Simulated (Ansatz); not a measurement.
# ZnBi2Ru2, from a guessed structure to a relaxed one, part 2 of 2

This structure for ZnBi2Ru2 is made up. Its elements were placed in a known structure type with a cell scaled to their sizes. What cell does the guess relax to, and how far off was it?

Ansatz 0.2.0; DFT, PBE, plane-wave PAW, files of the set soft_1, scalar-relativistic, no spin, cell and ions relaxed at zero pressure; PAW set soft_1 (the session's first sound run).

So far: The starting structure; Relaxing cell and atoms. The relaxed cell has a, b, c = 4.462, 13.375, 3.486 Å (conventional setting).

## Step 3: Electronic structure of the relaxed cell

With the geometry fixed, one more self-consistent run, with a narrower smearing and the mesh shown in its input, gives the bands, and its pressure, and its forces where symmetry allows any, show how far the geometry depends on these settings.

This step: DFT, PBE, plane-wave PAW, files of the set soft_1, scalar-relativistic, no spin, bands and density of states at the relaxed cell; PAW set soft_1 (Ansatz 0.2.0).

input.yaml

```yaml
crystal:
  lattice:
    - [2.2312473455, -6.6873900333, 0.0]
    - [2.2312473455, 6.6873900333, 0.0]
    - [0.0, 0.0, 3.4858040912]
  atoms:
    - { symbol: Bi, position: [0.6404813942, 0.3595186058, 0.5] }
    - { symbol: Bi, position: [0.3595186058, 0.6404813942, 0.5] }
    - { symbol: Ru, position: [0.810685899, 0.189314101, 0.0] }
    - { symbol: Ru, position: [0.189314101, 0.810685899, 0.0] }
    - { symbol: Zn, position: [0.0, 0.0, 0.0] }
kpoints:
  mp_grid: { grid: [8, 8, 10] }
  band_path:
    path:
      - [[0.0, 0.0, 0.0], [0.27783057, 0.27783057, 0.0], [0.0, 0.5, 0.0], [0.0, 0.5, 0.5], [0.27783057, 0.27783057, 0.5], [0.0, 0.0, 0.5], [0.0, 0.0, 0.0], [-0.5, 0.5, 0.0], [-0.27783057, 0.72216943, 0.0], [-0.27783057, 0.72216943, 0.5], [-0.5, 0.5, 0.5], [-0.5, 0.5, 0.0]]
      - [[0.0, 0.0, 0.5], [-0.5, 0.5, 0.5]]
    npoints: 6
scf:
  occupations: { method: fermi_dirac, width: 0.03 }
  n_extra_bands: 9
hamiltonian:
  xc: pbe
  pseudopotentials: { kind: paw, azcp: { folder: soft_1 } }
output:
  forces: true
  stress: true
  write_bands: true
  dos: { projected: true }
  write_density: true
  write_potential: true
  elf: true
  volumetric_format: npy
```

Command:

```
ansatz run input.yaml --threads 4 --pin off --max-ram 8192MiB --backend cpu --events-out ev --progress --plain --runs-dir out
```

Numbers of over 12 decimals in the logs are rounded to 6 here.

The log of the run:

```text
[...]
Crystal: 5 atoms, lattice volume = 104.025 Å³
Basis set: ecut = 420 eV, 2027 PW (Γ), exchange–correlation on 96×96×48 points (8 copies of the dense FFT grid, shifted against one another)
Bands: 46, of which v1, the nominal top of the filled ones, is band 37 counted from 1 (36 counted from 0)
Symmetry: 8 space group operations
[...]
k-points: 126 of 640
[...]
SCF iter   1: F=—  HF=-39875.096421 eV  |F-HF|=—  |Δ(HF+E_count)|=         —  Δρ=7.81e-2  dr2=9.49e0  ethr=3.10e-3  ⟨swp⟩=6.7  Hψ=23394  notcnv=0
[...]
SCF iter  10: F=-39873.615398 eV  HF=-39873.615398 eV  |F-HF|=4.18e-9  |Δ(HF+E_count)|=   1.07e-7  Δρ=7.75e-6  dr2=6.86e-8  ethr=1.35e-10  ⟨swp⟩=13.4  Hψ=44338  notcnv=0
SCF 1 converged in 10 iterations: F = -39873.615398 eV  dr2 = 6.86e-8
[...]
NSCF: frozen V_eff on 74 k-points
SCF converged after 10 iterations
Free energy (F): -39873.615398 eV
[...]
Internal energy: -39873.606982 eV  (E = F + TS)
E sigma→0 (E₀):  -39873.611190 eV
Entropy (-TS):   -0.008416 eV (-1.683 meV/atom)
Fermi energy:    14.499577 eV
[...]
--- Forces (eV/Å), atoms counted from 1 ---
  atom   1  Bi    -0.00000000    -0.02710623    -0.00000000
  atom   2  Bi     0.00000000     0.02710623     0.00000000
  atom   3  Ru    -0.00000000    -0.02338035    -0.00000000
  atom   4  Ru     0.00000000     0.02338035     0.00000000
  atom   5  Zn     0.00000000     0.00000000     0.00000000
  max |Σ_I F_I| component: 1.42e-29 eV/Å
--- Stress (GPa, compression-positive) ---
        0.001430      -0.000000      -0.000000
       -0.000000       0.176741       0.000000
       -0.000000       0.000000      -0.188345
  P = ⅓ Tr σ = -0.0034 GPa (-0.034 kbar)
--- Band table (eV; the first three rows and the last of 126) ---
  k-point 0: bands = [... 33 lower, 12.7663, 13.0205, 13.2255, 14.1998, 15.0991, 15.9925, 16.6894, 16.7694, ... 5 higher]
  k-point 1: bands = [... 33 lower, 12.9908, 13.0365, 13.7385, 14.1336, 14.9066, 15.8285, 16.2943, 16.7641, ... 5 higher]
  k-point 2: bands = [... 33 lower, 13.0187, 13.1091, 13.9852, 14.6457, 14.8954, 15.3972, 15.7849, 16.9754, ... 5 higher]
  k-point 125: bands = [... 33 lower, 13.6424, 14.0903, 14.1318, 14.3956, 14.9777, 15.9925, 17.7054, 18.0112, ... 5 higher]
```

It took 12 s on 4 threads of Intel Xeon Platinum 8488C (Sapphire Rapids), shared host; peak memory 0.88 GiB.

This step gave:

```yaml
free_energy: -39873.6154 eV
energy_at_zero_smearing: -39873.6112 eV
smearing_term_ts: 0.008416 eV
fermi_energy: 14.50 eV
pressure: -0.003392 GPa
```

From bands.tsv, the bands that come nearest the Fermi level along the path, at its corners, in eV from the Fermi level:

```
point  band 34  band 35  band 36  band 37  band 38  band 39  band 40  band 41
    Γ    -1.73    -1.48    -1.27    -0.30     0.60     1.49     2.19     2.27
    X    -1.76    -1.27    -0.49    -0.41     0.14     1.23     2.38     4.65
    S    -1.77    -1.57    -0.50    -0.39     0.21     1.18     3.59     4.35
    R    -2.18    -1.35    -0.13    -0.12    -0.05     0.20     0.52     1.84
    A    -2.09    -1.02    -0.49    -0.22    -0.01     0.32     0.54     2.10
    Z    -0.73    -0.62    -0.15     0.18     0.61     1.29     2.14     2.42
    Γ    -1.73    -1.48    -1.27    -0.30     0.60     1.49     2.19     2.27
    Y    -1.51    -1.40    -0.71    -0.30     0.02     1.25     2.17     2.35
   X1    -1.76    -1.27    -0.49    -0.41     0.14     1.23     2.38     4.65
   A1    -2.09    -1.02    -0.49    -0.22    -0.01     0.32     0.54     2.10
    T    -0.86    -0.41    -0.37    -0.10     0.48     1.49     3.21     3.51
    Y    -1.51    -1.40    -0.71    -0.30     0.02     1.25     2.17     2.35
    Z    -0.73    -0.62    -0.15     0.18     0.61     1.29     2.14     2.42
    T    -0.86    -0.41    -0.37    -0.10     0.48     1.49     3.21     3.51
```

Counts of states for the cell as run, both spins, by energy window (eV from the Fermi level):

| from | to | total |
| --- | --- | --- |
| -8 | -7 | 0.01 |
| -7 | -6 | 10.07 |
| -6 | -5 | 1.91 |
| -5 | -4 | 2.53 |
| -4 | -3 | 3.16 |
| -3 | -2 | 7.04 |
| -2 | -1 | 4.56 |
| -1 | 0 | 4.72 |
| 0 | 1 | 3.40 |
| 1 | 2 | 2.58 |
| 2 | 3 | 2.08 |
| 3 | 4 | 2.71 |

A further 40.0 states lie below the table's range.

Electrostatic potential energy in the bc plane of the conventional cell at fractional x = 0.000, with atoms of Bi and Ru and Zn within 0.2 Å of it. With pseudopotentials it is smooth inside the atoms' cores, unlike the true potential.

Ten even steps from '0' (-65 eV) to '9' (18 eV), each cell a mean:
```
13798400058999999999999999997200279852
56899743479988889999999878998633689975
99999988899754468999997545689988999999
99999999998632246999985323479999999999
99999999998532236999984222479999999999
99999999999643347999986333589999999999
78999876799875678999998656799877899998
35899621269998899999999989998411489964
02698300048999999999999999997100169841
```
Columns run along b (13.4 Å; values clipped at the 3rd and 97th percentile), rows up along c (3.5 Å), edges of the conventional cell, whose origin can differ from the input's. Atoms in or near the plane, at fractional coordinates: Bi at (0.36, 0.50), Bi at (0.64, 0.50), Ru at (0.19, 0.00), Ru at (0.81, 0.00), Zn at (0.00, 0.00).

ELF in the bc plane of the conventional cell at fractional x = 0.000, with atoms of Bi and Ru and Zn within 0.2 Å of it. It is the smooth field of the valence electrons, not physical close to the nuclei.

Ten even steps from '0' (0.00) to '9' (0.59), each cell a mean:
```
00355899974344332100123344435999965410
12354688864555665311256665545788755432
33343334445555577632577655555444333433
22222333455532247743676323555433322222
11122334455532247743676222455544322111
22333333455543357742577433555433323322
23343455555556677521467665555555434433
01355799964455554210135555445899865421
00356898983333321100012233335999975410
```
Columns run along b (13.4 Å), rows up along c (3.5 Å), edges of the conventional cell, whose origin can differ from the input's. Atoms in or near the plane, at fractional coordinates: Bi at (0.36, 0.50), Bi at (0.64, 0.50), Ru at (0.19, 0.00), Ru at (0.81, 0.00), Zn at (0.00, 0.00).

Valence density in the bc plane of the conventional cell at fractional x = 0.000, with atoms of Bi and Ru and Zn within 0.2 Å of it. It is the smooth field of the valence electrons, not physical close to the nuclei.

Values in e/Å³, 5 rows by 16 columns, each cell a mean:
```
 6  0  4  5  0  0  0  0  0  0  0  0  4  5  0  3
 0  0  0  0  0  3  2  0  0  1  3  1  0  0  0  0
 0  0  0  0  1  6  4  0  0  3  7  1  0  0  0  0
 0  0  1  1  0  2  1  0  0  1  2  1  1  1  0  0
10  0  5  7  1  0  0  0  0  0  0  0  5  6  1  6
```
Columns run along b (13.4 Å), rows up along c (3.5 Å), edges of the conventional cell, whose origin can differ from the input's. Atoms in or near the plane, at fractional coordinates: Bi at (0.36, 0.50), Bi at (0.64, 0.50), Ru at (0.19, 0.00), Ru at (0.81, 0.00), Zn at (0.00, 0.00).

## Step 4: Outcome

```json
{
  "space group, relaxed": "Cmmm",
  "conventional cell": "a = 4.462, b = 13.375, c = 3.486 Å; α = 90.0°, β = 90.0°, γ = 90.0°",
  "volume per atom": "20.80 Å³ (guess 19.71)"
}
```

**Reading.** ZnBi2Ru2 relaxes to Cmmm with a = 4.462, b = 13.375 and c = 3.486 Å. The guessed volume was 5 % too small. The space group Cmmm was held in the relaxation, so the end point is a stationary structure within it and may be a saddle against distortions or other arrangements. Bands cross the Fermi level, so it is a metal or semimetal at this level. On the 8×8×10 mesh with the narrower smearing (relaxed on 7×7×7) the largest force component is 0.027 eV/Å and the largest stress component is 0.188 GPa, against the relaxation's thresholds of 0.015 eV/Å and 0.05 GPa. The cutoff wasn't tested. Spin-orbit coupling is left out, which can matter for elements this heavy. No dispersion term is used, so weakly bound directions may come out too long. The runs have no spin, and magnetism wasn't tested. Nothing here tests whether the compound is stable against decomposition.

[Logs are printed without paths, hosts, clocks, repeated set-up lines and the standing remarks that a program may print on its own settings, such as how far it seeks lower states.]

[Hosts, paths, dates, database ids (printed as entryN), source tags and the programs' standing remarks are cut or masked in the printed files.]
